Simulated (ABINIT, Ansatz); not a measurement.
# K2NaScF6 (Fm-3m): G0W0 on several meshes in ABINIT, part 2 of 2

Wanted: mesh dependence and cost of G0W0 for K2NaScF6 (Fm-3m).

ABINIT 10.8.3; LDA and many-body steps on it, plane waves. Known limits of the many-body steps: not at the basis limit; coarse k mesh.

So far. Step 4 (2×2×2): The gap on the mesh goes from 6.65 eV to 10.41 eV, a correction of +3.76 eV. Step 5 (Empty states on the mesh, 4×4×4 mesh, 247 bands): On this mesh the gap is 6.651 eV.

### 7. 4×4×4

This step: G0W0 on LDA, plane waves, norm-conserving pseudopotentials.

Input file run.abi:

```
acell 3*1.0 Angstrom
rprim 
  -0.000000000000 4.235850000000 4.235850000000
  4.235850000000 -0.000000000000 4.235850000000
  4.235850000000 4.235850000000 -0.000000000000
ntypat 4
znucl 19 11 21 9
natom 10
typat 1 1 2 3 4 4 4 4 4 4
xred 
  0.250000000000 0.250000000000 0.250000000000
  0.750000000000 0.750000000000 0.750000000000
  0.500000000000 0.500000000000 0.500000000000
  0.000000000000 0.000000000000 0.000000000000
  0.765800000000 0.234200000000 0.234200000000
  0.234200000000 0.765800000000 0.234200000000
  0.234200000000 0.765800000000 0.765800000000
  0.765800000000 0.234200000000 0.765800000000
  0.234200000000 0.234200000000 0.765800000000
  0.765800000000 0.765800000000 0.234200000000
pp_dirpath "pseudos"
pseudos "K.upf, Na.upf, Sc.upf, F.upf"
ecut 38
ngkpt 4 4 4
nshiftk 1
shiftk 0 0 0
kptopt 1
chksymbreak 0
istwfk *1
occopt 1
irdwfk 1
optdriver 4
nband 225
gwcalctyp 0
ecutsigx 38
symsigma 1
nkptgw 1
kptgw 
  0.0000000000 0.0000000000 0.0000000000
bdgw 
  38 44
ecuteps 5.2
irdscr 1
ppmodel 1
indata_prefix "in"
outdata_prefix "out"
tmpdata_prefix "tmp"
```

On the command line:

```bash
$ OMP_NUM_THREADS=1 mpirun -n 4 abinit run.abi > log
```

Numbers of over 12 decimals in the logs are rounded to 6 here.

The program printed:

```text
.Version 10.8.3 of ABINIT. v10.8.2 released Aug 2026.

 Symmetries : space group Fm -3 m (#225); Bravais cF (face-center cubic)
[... echo of the input left out ...]
== DATASET  1 ==================================================================
-   mpi_nproc: 4, omp_nthreads: 1 (-1 if OMP is not activated)

--- !DatasetInfo
iteration_state: {dtset: 1, }
dimensions: {natom: 10, nkpt: 8, mband: 225, nsppol: 1, nspinor: 1, nspden: 1, mpw: 11575, }
cutoff_energies: {ecut:  38.0, pawecutdg:  -1.0, }
electrons: {nelect:   8.00000000E+01, charge:   0.00000000E+00, occopt:   1.00000000E+00, tsmear:   1.00000000E-02, }

 SIGMA: Calculation of the GW corrections

 Based on a program developped by R.W. Godby, V. Olevano, G. Onida, and L. Reining.
 Incorporated in ABINIT by V. Olevano, G.-M. Rignanese, and M. Torrent.
.Using double precision arithmetic ; gwpc =  8

[... cell and pseudopotentials left out ...]
--------------------------------------------------------------------------------

 ==== K-mesh for the wavefunctions ====
 Number of points in the irreducible wedge :     8
[... list of points left out ...]
 Together with 48 symmetry operations and time-reversal symmetry
 yields    64 points in the full Brillouin Zone.

 ==== Q-mesh for screening function ====
 Number of points in the irreducible wedge :     8
[... list of points left out ...]
 Together with 48 symmetry operations and time-reversal symmetry
 yields    64 points in the full Brillouin Zone.

 vcoul_init : cutoff-mode = AUXILIARY_FUNCTION
 q-points for optical limit:   1
     1)      0.000010    0.000020    0.000030
 setmesh: FFT mesh size selected  =    64x   64x   64
          total number of points  =       262144

 Number of electrons calculated from density =   80.0000; Expected =   80.0000
[...]
number of q-points in BZ                           64
 number of frequencies for dSigma/dE                 9
 frequency step for dSigma/dE [eV]                0.25
 number of omega for Sigma on real axis              0
 max omega for Sigma on real axis  [eV]           0.00
 zcut for avoiding poles [eV]                     0.10

 EPSILON^-1 parameters (SCR file):
 dimension of the eps^-1 matrix on file            561
 dimension of the eps^-1 matrix used               561
 number of plane-waves for wavefunctions         11575
 number of bands                                   225
 number of q-points in IBZ                           8
 number of frequencies                               2
 number of real frequencies                          1
 number of imag frequencies                          1

 matrix elements of self-energy operator (all in [eV])

 Perturbative Calculation

--- !SelfEnergy_ee
iteration_state: {dtset: 1, }
kpoint     : [   0.000,    0.000,    0.000, ]
spin       : 1
KS_gap     :    6.651
QP_gap     :   10.558
Delta_QP_KS:    3.907
data: !SigmaeeData |
     Band     E0 <VxcDFT>   SigX SigC(E0)      Z dSigC/dE  Sig(E)    E-E0       E
       38  -0.630 -22.369 -30.206   5.234   0.805  -0.242 -24.464  -2.095  -2.726
       39  -0.630 -22.369 -30.206   5.234   0.805  -0.242 -24.464  -2.095  -2.726
       40  -0.630 -22.369 -30.206   5.234   0.805  -0.242 -24.464  -2.095  -2.726
       41   6.020  -9.649  -4.789  -2.830   0.893  -0.120  -7.837   1.812   7.832
       42   6.774 -18.434 -10.239  -3.974   0.833  -0.201 -14.919   3.515  10.289
       43   6.774 -18.434 -10.239  -3.974   0.833  -0.201 -14.919   3.515  10.289
       44   6.774 -18.434 -10.239  -3.974   0.833  -0.201 -14.919   3.515  10.289

== END DATASET(S) ==============================================================
================================================================================

 -outvars: echo values of variables after computation  --------
           etotal      0.0000000000E+00
            nband         225
             nkpt           8
          spgroup         225
 [... the other variables as echoed above ...]

 Calculation completed.
```

It took 57 s on 4 MPI ranks of Arm Neoverse V1, shared host; peak memory 4.1 GiB.

This step gave:

- G0W0 gap on the points computed: 10.56 eV
- starting gap on the mesh: 6.651 eV
- k of the valence top: 0, 0, 0
- k of the conduction bottom: 0, 0, 0
- Z at the valence top: 0.805
- Z at the conduction bottom: 0.893
- least direct G0W0 gap on the computed points: 10.56 eV

Against G0W0 in ABINIT (2×2×2 mesh, 225 bands, screening to 141.5 eV, Godby-Needs plasmon pole), the gap moves by +0.151 eV.

### 8. Side by side

Times are wall times on 4 MPI ranks of Arm Neoverse V1, shared host, good to a factor of about two. A run's time includes the screening step that it read.

| run | mesh | bands | screening cutoff (eV) | DFT gap (eV) | gap on the mesh (eV) | direct (eV) | ε∞ used | time |
| --- | --- | --- | --- | --- | --- | --- | --- | --- |
| 2×2×2 | 2×2×2 | 225 | 141.5 | 6.651 | 10.407 | 10.407 | 2.06 | 2.4 min |
| 4×4×4 | 4×4×4 | 225 | 141.5 | 6.651 | 10.558 | 10.558 | 2.05 | 18 min |

### 9. What came out

| Item | Value |
| --- | --- |
| 2×2×2 | 10.407 eV |
| 4×4×4 | 10.558 eV |
| known limits | not at the basis limit; coarse k mesh |

In words: 4×4×4: +0.151 eV against 2×2×2. Bands and cutoff are finite, so the gap is not at the basis limit. The miss can reach some tenths of an eV and take either sign; the mesh is an error of its own. In the G0W0 runs levels were corrected at 1 k point alone, so a gap called «on the mesh» is the least over those, and an edge elsewhere would be missed. The 2×2×2 mesh is coarse for this cell, which bears on the long-range parts of exchange and screening.

[Paths, hosts, dates, memory and timing lines, banners, echoed tables and standing remarks are left out of the program output.]

[Logs are printed without paths, hosts, clocks, repeated set-up lines and the standing remarks that a program may print on its own settings, such as how far it seeks lower states.]

[Runs of the session that timed out or met a known fault of the program may be left out.]

[Hosts, paths, dates, database ids (printed as entryN), source tags and the programs' standing remarks are cut or masked in the printed files.]

[G0W0 gaps are taken among the corrected bands and points alone; a level outside them can change the order at an edge.]

[Where Ansatz stands beside ABINIT at settings called matched, ABINIT's density can come from a denser mesh and the files from another edition; pairs whose starting gaps differed by over 0.03 eV were left out, so agreement reads better than it is.]
